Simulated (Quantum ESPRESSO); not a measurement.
# Hf (Im-3m): from the cell to the phonon bands, part 3 of 3

How does Hf (Im-3m) vibrate, and is this structure a minimum?

Quantum ESPRESSO 7.5; DFT LDA, scalar-relativistic, plane waves, PseudoDojo norm-conserving pseudopotentials.

So far. Step 5 (Linear response on the mesh): The acoustic modes at Γ come out as far as 0.6 cm⁻¹ from zero, where they should vanish, a small numerical error. The relaxed cell has a = 3.427 Å (conventional setting).

This is not the structure that Hf takes at ambient pressure and room temperature (hexagonal, No. 194); it is a model or a phase of other conditions.

### Step 7. Dispersion (continued)

Matdyn.x, sum rule simple. The phonon branches at the labelled points (cm⁻¹):

| point | branch 1 | branch 2 | branch 3 |
| --- | --- | --- | --- |
| Γ | 0 | 0 | 0 |
| halfway | 77 | 91 | 91 |
| H | 139 | 139 | 139 |
| halfway | 96 | 116 | 118 |
| N | -81 | 89 | 92 |
| halfway | -44 | 53 | 98 |
| Γ | 0 | 0 | 0 |
| halfway | -43 | -43 | 120 |
| P | -44 | -44 | -44 |
| halfway | 78 | 105 | 105 |
| H | 139 | 139 | 139 |
| jump to P | -44 | -44 | -44 |
| halfway | -81 | 62 | 81 |
| N | -81 | 89 | 92 |

The phonon branches as a text plot (rows in cm⁻¹):

```
    134 |          *****                                ***
    125 |         *     *                              **
    116 |        **      *                ***         **
    107 |       **      * *     *                    *
     97 |                * ** ** *       *   *      * *
     88 |      **            **   *                           ***
     79 |     **               *   *    *     *      *       * *
     70 |    **                 *                             *
     61 |   **                                     *
     51 |  *                     *     *            *       **
     42 |   *             *       * *          *  *
     33 |                          *
     24 | **                         *
     15 | *                         *
      6 |                            *
     -4 |*                           ***                    *
    -13 |                           *   *        *
    -22 |                                *                 *
    -31 |                  *      **      *
    -40 |                        *         *    *          *
    -49 |                                   *
    -59 |                       *            ***   *       *
    -68 |                   *  *                 **
    -77 |                    **                             *****
         Γ           H       N        Γ         P        H|P    N
```

Lowest modes at the softest wavevector of the mesh; phase exp(i q.(R + tau)). Modes at q = (0.500, 0.500, 0.000) (negative means imaginary):

| mode | frequency (cm⁻¹) |
| --- | --- |
| 1 | -80.8 |
| 2 | 89.2 |
| 3 | 92.3 |

Displacements in mode 1 (-80.8 cm⁻¹), the largest set to 1, in the home cell:
```
Hf1  0.00  1.00 -1.00
```

Displacements in mode 2 (89.2 cm⁻¹), the largest set to 1, in the home cell:
```
Hf1 1.00 0.00 0.00
```

Force constants by pair (phonopy on the run's constants); pairs near half the supercell's span include their periodic images. Pair force constants, by row:

| atom | neighbour | distance (Å) | third of the trace (eV/Å²) | along the pair's line (eV/Å²) |
| --- | --- | --- | --- | --- |
| Hf1 | itself | 0 | 3.779 | – |
| Hf1 | Hf | 2.968 | -0.7373 | -2.17 |
| Hf1 | Hf | 3.427 | 0.6255 | 1.02 |
| Hf1 | Hf | 4.846 | -0.0628 | -0.4303 |
| Hf1 | Hf | 5.683 | -0.0173 | -0.075 |
| Hf1 | Hf | 5.935 | -0.0184 | 0.0439 |
| Hf1 | Hf | 6.853 | -0.1644 | -0.3583 |

Mode patterns, pair constants, displacements and means over the zone were worked out by phonopy from the force constants of q2r.x.

The path dips to 82i cm⁻¹.

### Step 8. Density of states

Sums over the zone need many more wavevectors than were solved, so the interpolation is sampled on a dense mesh.

The input, matdyn.in:

```
&INPUT
  asr    = 'simple'
  flfrc  = 'x.fc'
  dos    = .true.
  fldos  = 'x.dos'
  nk1    = 19
  nk2    = 19
  nk3    = 19
  deltaE = 0.3
/
```

Launch:

```
$ matdyn.x -in matdyn.in > matdyn.out
```

Numbers of over 12 decimals in the logs are rounded to 6 here.

The program printed:

```text
[banner, memory and clock lines left out]
Program MATDYN v.7.5

 mass for atomic type   1 not given; uses mass from file x.fc
     Message from routine matdyn:
     Z* not found in file x.fc, TO-LO splitting at q=0 will be absent!

Note: The following floating-point exceptions are signalling: IEEE_UNDERFLOW_FLAG
```

It took 5.2 s on 1 thread of Intel Xeon at 2.70GHz, shared host.

Read from the output:

```
share of modes beyond 3i cm⁻¹ on the dense interpolated mesh : 0.2164
```

Tetrahedra. Table of phonon density of states by wavenumber; read off at these points:

| wavenumber (cm⁻¹) | phonon density of states (1/cm⁻¹/cell) |
| --- | --- |
| -80.0 | 0.00191 |
| -75.0 | 0.0105 |
| -71.4 | 0.0165 |
| -70.0 | 0.0155 |
| -65.0 | 0.0138 |
| -60.0 | 0.0108 |
| -55.0 | 0.00991 |
| -50.0 | 0.00876 |
| -45.0 | 0.0083 |
| -40.0 | 0.00803 |
| -35.0 | 0.00750 |
| -30.0 | 0.00698 |
| -25.0 | 0.00602 |
| -20.0 | 0.00560 |
| -15.0 | 0.00545 |
| -10.0 | 0.00525 |
| -5.0 | 0.00513 |
| 0.0 | 0.00502 |
| 5.0 | 0.00506 |
| 10.0 | 0.00524 |
| 15.0 | 0.00618 |
| 20.0 | 0.00628 |
| 25.0 | 0.00689 |
| 30.0 | 0.00752 |
| 35.0 | 0.00874 |
| 40.0 | 0.00973 |
| 45.0 | 0.0107 |
| 50.0 | 0.0117 |
| 55.0 | 0.0127 |
| 60.0 | 0.0141 |
| 65.0 | 0.0150 |
| 70.0 | 0.0172 |
| 75.0 | 0.0183 |
| 80.0 | 0.0208 |
| 85.0 | 0.0232 |
| 90.0 | 0.0249 |
| 95.0 | 0.0321 |
| 100.0 | 0.0405 |
| 103.8 | 0.0524 |
| 105.0 | 0.0515 |
| 110.0 | 0.0475 |
| 115.0 | 0.0276 |
| 120.0 | 0.0156 |
| 125.0 | 0.0120 |
| 130.0 | 0.00905 |
| 135.0 | 0.00496 |

### Step 9. The dispersion under another sum rule (asr crystal)

The sum rule corrects the force constants themselves, so it can shift branches at any wavevector, low ones most.

The input, matdyn.in:

```
&INPUT
  asr              = 'crystal'
  flfrc            = 'x.fc'
  flfrq            = 'x.freq'
  flvec            = 'x.modes'
  q_in_band_form   = .true.
  q_in_cryst_coord = .true.
/
8
  0.0000000   0.0000000   0.0000000   8  ! GAMMA
  0.5000000   0.5000000  -0.5000000   8  ! H
  0.5000000  -0.0000000  -0.5000000   8  ! N
  0.0000000   0.0000000   0.0000000   8  ! GAMMA
  0.7500000   0.2500000  -0.2500000   8  ! P
  0.5000000   0.5000000  -0.5000000   1  ! H
  0.7500000   0.2500000  -0.2500000   8  ! P
  0.5000000  -0.0000000  -0.5000000   1  ! N
```

Launch:

```
$ matdyn.x -in matdyn.in > matdyn.out
```

The program printed:

```text
[banner, memory and clock lines left out]
Program MATDYN v.7.5

 mass for atomic type   1 not given; uses mass from file x.fc
 Norm of the difference between old and new effective charges:    0.000000

 Norm of the difference between old and new force-constants:   8.74686e-07

     Message from routine matdyn:
     Z* not found in file x.fc, TO-LO splitting at q=0 will be absent!
     Message from routine matdyn:
     Z* not found in file x.fc, TO-LO splitting at q=0 will be absent!

Note: The following floating-point exceptions are signalling: IEEE_UNDERFLOW_FLAG
```

Wall time 0.68 s (1 thread).

Numbers from this step:

| Quantity | Value |
| --- | --- |
| lowest frequency on the path | -81.60 cm⁻¹ |

At the labelled points the branches move by no more than 0.1 cm⁻¹.

### Step 10. What came out

```yaml
space_group_after_relaxation: Im-3m
volume_per_atom: 20.1 Å³
q_mesh: 4×4×4
lowest_mode_on_the_q_mesh_acoustic_ones_at_the_zone_centre_apart: -80.8 cm⁻¹
imaginary_modes_on_the_q_mesh: yes
```

In words: Hf (Im-3m) is unstable: a mode solved on the 4×4×4 mesh is imaginary, 81i cm⁻¹; its spectrum reaches 139 cm⁻¹. The most unstable solved mode lies at q = (0, 0, -0.5), on the zone boundary, so the distortion that it points to doubles the cell. These are harmonic frequencies at zero temperature: anharmonic shifts and linewidths and thermal expansion are left out. Spin-orbit coupling is left out, which can matter for the heavy elements here. In a metal the frequencies hang on the k mesh and the smearing, most of all near Kohn anomalies.

[Host names and launcher messages were left out of these logs when they were recorded.]

[Logs are printed without paths, hosts, clocks, repeated set-up lines and the standing remarks that a program may print on its own settings, such as how far it seeks lower states.]

[Hosts, paths, dates, database ids (printed as entryN), source tags and the programs' standing remarks are cut or masked in the printed files.]
